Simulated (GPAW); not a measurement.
# Work function of 1T-NiSTe monolayer at several levels, part 2 of 2

Aim: the work function of both faces of 1T-NiSTe monolayer, and its spread over functionals and bases.

GPAW 26.7.0; GPAW, PAW setups; layer in a repeated cell with vacuum, relaxation of atoms and in-plane cell (the session's first sound run).

So far, upper work function (eV): step 3 (plane waves, PBE) 5.82; step 4 (self-consistent run: xc = "LDA") 6.03; step 5 (self-consistent run: xc = "RPBE") 5.74; step 6 (self-consistent run: xc = "vdW-DF2", GPAW, PAW setups, GPAW) 6.24; step 7 (OptPBE vdW: xc = "optPBE-vdW", GPAW, PAW setups, GPAW) 6.07.

## (8) Self-consistent run: xc = "revPBE"

Level of this step: GPAW, PAW setups; slab in vacuum (GPAW).

The same geometry under revPBE, to see how far the functional moves the levels against the vacuum.

run.py reads:

```python
import json
import numpy as np
from ase import Atoms
from gpaw import GPAW, PW

slab = Atoms(
    ['Te', 'Ni', 'S'],
    positions=[
        [1.78318, 1.02952, 8.00000],
        [-0.00000, -0.00000, 9.45965],
        [-0.00000, 2.05903, 10.54173]],
    cell=[[3.56635, -0.0, 0.0], [-1.78318, 3.08855, 0.0], [0.0, 0.0, 18.5417]],
    pbc=[True, True, False])

slab.calc = GPAW(mode=PW(400), xc='revPBE', kpts={'size': (9, 9, 1), 'gamma': True},
                 occupations={'name': 'fermi-dirac', 'width': 0.05}, nbands='160%',
                 convergence={'density': 1e-05}, maxiter=200,
                 poissonsolver={'dipolelayer': 'xy'},
                 symmetry={'tolerance': 1e-3}, txt='slab.txt')
result = {}
energy = slab.get_potential_energy()
fermi = slab.calc.get_fermi_level()
v = slab.calc.get_electrostatic_potential().mean((0, 1)) - fermi
n = slab.calc.get_pseudo_density().mean((0, 1))
L = slab.cell[2, 2]
z = np.arange(len(v)) * L / len(v)
low, high = slab.positions[:, 2].min(), slab.positions[:, 2].max()
below, above = np.interp([low - 5.8, high + 5.8], z, v)
slopes = [np.interp(x, z, np.gradient(v, z)) for x in (low - 5.8, high + 5.8)]
eps = np.array([[slab.calc.get_eigenvalues(k, s) for k in range(len(slab.calc.get_ibz_k_points()))]
                for s in range(slab.calc.get_number_of_spins())]) - fermi
top, bottom = eps[eps < 0].max(), eps[eps > 0].min()
dipole = slab.get_dipole_moment()[2]
print(f'energy {energy:.4f} eV, Fermi level {fermi:.4f} eV, dipole {dipole:.5f} e A')
print(f'potential 5.8 A off the faces, from the Fermi level: lower {below:.4f} eV, upper {above:.4f} eV')
print(f'slope of the potential there: lower {slopes[0]:.5f}, upper {slopes[1]:.5f} eV/A')
print(f'nearest levels on the mesh: {top:.4f} and {bottom:.4f} eV')
print('magnetic moment', round(slab.get_magnetic_moment(), 3))
result.update(energy=energy, fermi=fermi, dipole=dipole, below=below, above=above, slopes=slopes, edges=[top, bottom],
              z=z.tolist(), v=v.tolist(), n=n.tolist(), positions=slab.positions.tolist(),
              forces=slab.get_forces(apply_constraint=False).tolist(), moments=slab.get_magnetic_moments().tolist())
json.dump(result, open('result.json', 'w'))
```

Run with:

```
> OMP_NUM_THREADS=1 OPENBLAS_NUM_THREADS=1 python run.py
```

The program printed:

```text
energy -13.9691 eV, Fermi level -1.4931 eV, dipole -0.09027 e A
potential 5.8 A off the faces, from the Fermi level: lower 4.2506 eV, upper 5.7293 eV
slope of the potential there: lower -0.00017, upper -0.00023 eV/A
nearest levels on the mesh: -0.0509 and 0.0841 eV
magnetic moment 0.0
```

Elapsed: 34 s, on 1 thread of Arm Neoverse V1, shared host; peak memory 0.2 GiB.

This step gave:

* dipole along the normal: -0.09027 e·Å
* levels nearest the Fermi level on the mesh: -0.05087, 0.08412 eV from the Fermi level
* upper work function: 5.729 eV
* lower work function: 4.251 eV

The electrostatic potential energy of an electron (without an applied field's), less the Fermi level, planar mean by z:

```tsv
z (Å)	electrostatic potential energy of an electron (without an applied field's), less the Fermi level, planar mean (eV)
0.0	4.99
0.5	4.25
1.0	4.25
1.5	4.25
2.0	4.25
2.5	4.25
3.0	4.25
3.5	4.25
4.0	4.25
4.5	4.24
5.0	4.23
5.5	4.17
6.0	3.97
6.5	3.18
7.0	0.201
7.5	-9.59
8.0	-20.9
8.5	-10.9
9.0	-6.13
9.5	-9.01
10.0	-7.32
10.5	-14.6
11.0	-3.47
11.5	3.62
12.0	5.28
12.5	5.63
13.0	5.71
13.5	5.72
14.0	5.73
14.5	5.73
15.0	5.73
15.5	5.73
16.0	5.73
16.5	5.73
17.0	5.73
17.5	5.73
18.0	5.73
```

The upper face's work function is 5.729 eV, against 5.818 eV in the first plane-wave PBE run at this geometry.

## (9) Real-space grid: mode = "fd"

A real-space grid is a second complete basis, so it checks the plane-wave result.

run.py: that of step 8 with these lines changed.

```diff
@@ -3,3 +3,3 @@
 from ase import Atoms
-from gpaw import GPAW, PW
+from gpaw import GPAW
 
@@ -14,3 +14,3 @@
 
-slab.calc = GPAW(mode=PW(400), xc='revPBE', kpts={'size': (9, 9, 1), 'gamma': True},
+slab.calc = GPAW(mode='fd', h=0.18, xc='PBE', kpts={'size': (9, 9, 1), 'gamma': True},
                  occupations={'name': 'fermi-dirac', 'width': 0.05}, nbands='160%',
```

The program printed:

```text
energy -14.9712 eV, Fermi level -5.0877 eV, dipole -0.08890 e A
potential 5.8 A off the faces, from the Fermi level: lower 4.3577 eV, upper 5.8176 eV
slope of the potential there: lower -0.00005, upper 0.00001 eV/A
nearest levels on the mesh: -0.0452 and 0.0811 eV
magnetic moment 0.0
```

The job ended after 78 s (1 thread; peak memory 0.36 GiB).

This step gave:

| Item | Value |
| --- | --- |
| dipole along the normal | -0.08890 e·Å |
| levels nearest the Fermi level on the mesh | -0.04523, 0.08112 eV from the Fermi level |
| upper work function | 5.818 eV |
| lower work function | 4.358 eV |

Electrostatic potential energy of an electron (without an applied field's), less the Fermi level, planar mean against z:

z (Å), electrostatic potential energy of an electron (without an applied field's), less the Fermi level, planar mean (eV) and a bar from the least value:
```
      0.0        5.1 #############################
      0.5        4.4 ############################
      1.0        4.4 ############################
      1.5        4.4 ############################
      2.0        4.4 ############################
      2.5        4.4 ############################
      3.0        4.4 ############################
      3.5        4.4 ############################
      4.0        4.4 ############################
      4.5        4.4 ############################
      5.0        4.3 ############################
      5.5        4.3 ############################
      6.0        4.1 ############################
      6.5        3.3 ###########################
      7.0        0.3 ########################
      7.5       -9.5 #############
      8.0      -20.9 
      8.5      -10.8 ###########
      9.0       -6.0 #################
      9.5       -8.9 #############
     10.0       -7.3 ###############
     10.5      -14.5 #######
     11.0       -3.4 ####################
     11.5        3.7 ############################
     12.0        5.4 #############################
     12.5        5.7 ##############################
     13.0        5.8 ##############################
     13.5        5.8 ##############################
     14.0        5.8 ##############################
     14.5        5.8 ##############################
     15.0        5.8 ##############################
     15.5        5.8 ##############################
     16.0        5.8 ##############################
     16.5        5.8 ##############################
     17.0        5.8 ##############################
     17.5        5.8 ##############################
     18.0        5.8 ##############################
```

The upper face's work function is 5.818 eV, against 5.818 eV in the first plane-wave PBE run at this geometry.

## (10) Atomic orbitals: mode = "lcao"

Atom-centred orbitals end a few angstrom from the surface, which tests how much the density's tail matters.

run.py: that of step 9 with these lines changed.

```diff
@@ -14,4 +14,4 @@
 
-slab.calc = GPAW(mode='fd', h=0.18, xc='PBE', kpts={'size': (9, 9, 1), 'gamma': True},
-                 occupations={'name': 'fermi-dirac', 'width': 0.05}, nbands='160%',
+slab.calc = GPAW(mode='lcao', basis='dzp', h=0.18, xc='PBE', kpts={'size': (9, 9, 1), 'gamma': True},
+                 occupations={'name': 'fermi-dirac', 'width': 0.05}, nbands='120%',
                  convergence={'density': 1e-05}, maxiter=200,
```

The program printed:

```text
energy -13.5736 eV, Fermi level -4.9939 eV, dipole -0.10807 e A
potential 5.8 A off the faces, from the Fermi level: lower 4.1066 eV, upper 5.8813 eV
slope of the potential there: lower 0.00000, upper 0.00000 eV/A
nearest levels on the mesh: -0.0672 and 0.0938 eV
magnetic moment 0.0
```

Elapsed: 36 s, on 1 thread; peak memory 0.24 GiB.

Numbers from this step:

```yaml
dipole_along_the_normal: -0.1081 e·Å
levels_nearest_the_fermi_level_on_the_mesh: -0.06719, 0.09376 eV from the Fermi level
upper_work_function: 5.881 eV
lower_work_function: 4.107 eV
```

Table of electrostatic potential energy of an electron (without an applied field's), less the Fermi level, planar mean by z:

z (Å), electrostatic potential energy of an electron (without an applied field's), less the Fermi level, planar mean (eV) and a bar from the least value:
```
        0        5.0 #############################
        1        4.1 ############################
        2        4.1 ############################
        3        4.1 ############################
        4        4.1 ############################
        5        4.1 ############################
        6        4.0 ############################
        7        0.2 ########################
        8      -21.1 
        9       -6.3 ################
       10       -7.3 ###############
       11       -3.4 ####################
       12        5.5 ##############################
       13        5.9 ##############################
       14        5.9 ##############################
       15        5.9 ##############################
       16        5.9 ##############################
       17        5.9 ##############################
       18        5.9 ##############################
```

The upper face's work function is 5.881 eV, against 5.818 eV in the first plane-wave PBE run at this geometry.

## (11) The ladder

Times are for 1 thread of Arm Neoverse V1, shared host. Results by setting:

```tsv
no.	run	upper work function (eV)	lower work function (eV)	time	memory (GiB)
1	pw	5.818	4.355	34 s	0.19
2	LDA	6.026	4.622	33 s	0.18
3	RPBE	5.737	4.248	33 s	0.19
4	vdW DF2	6.237	4.688	44 s	0.34
5	optPBE vdW	6.067	4.572	51 s	0.34
6	revPBE	5.729	4.251	34 s	0.2
7	fd	5.818	4.358	78 s	0.36
8	lcao	5.881	4.107	36 s	0.24
```

## (12) Side by side

Results and costs are gathered.

This step: comparison of work functions, dipole and cost (GPAW 26.7.0).

Ladder, by row:

```tsv
step	code	work function, upper (eV)	work function, lower (eV)	dipole (e Å)	wall time (s)	peak memory (GiB)	threads
pw	GPAW	5.818	4.355	-0.08929	34	0.19	1
LDA	GPAW	6.026	4.622	-0.08573	32.6	0.18	1
RPBE	GPAW	5.737	4.248	-0.09091	32.95	0.19	1
vdW-DF2	GPAW	6.237	4.688	-0.09456	44.04	0.34	1
optPBE-vdW	GPAW	6.067	4.572	-0.09123	50.88	0.34	1
revPBE	GPAW	5.729	4.251	-0.09027	33.65	0.2	1
fd	GPAW	5.818	4.358	-0.0889	77.97	0.36	1
lcao	GPAW	5.881	4.107	-0.1081	36.05	0.24	1
```

## (13) Outcome

```
work function, upper and lower face : 5.818 and 4.355 eV
dipole along the normal             : -0.0893 e Å
```

In words: With plane waves and PBE the work function is 5.82 eV on the upper face and 4.36 eV on the lower. The two faces differ by 1.5 eV, the step that the slab's dipole makes (e p/(ε0 A) gives 1.5 eV), so the dipole layer is needed. Over the sound runs of the table the upper face's work function spans 5.729 (revPBE) to 6.237 eV (vdW-DF2). The relaxation of atoms and cell ran in a fully periodic cell without the dipole layer, so the atoms of this polar layer felt a small spurious field. The runs had no spin polarisation, so a magnetic state, which thin layers of d-metal atoms can have, wasn't tested. The layer's cell and atoms come from the relaxation; spin-orbit coupling and temperature are left out.

[Logs are printed without paths, hosts, clocks, repeated set-up lines and the standing remarks that a program may print on its own settings, such as how far it seeks lower states.]

[Hosts, paths, dates, database ids (printed as entryN), source tags and the programs' standing remarks are cut or masked in the printed files.]
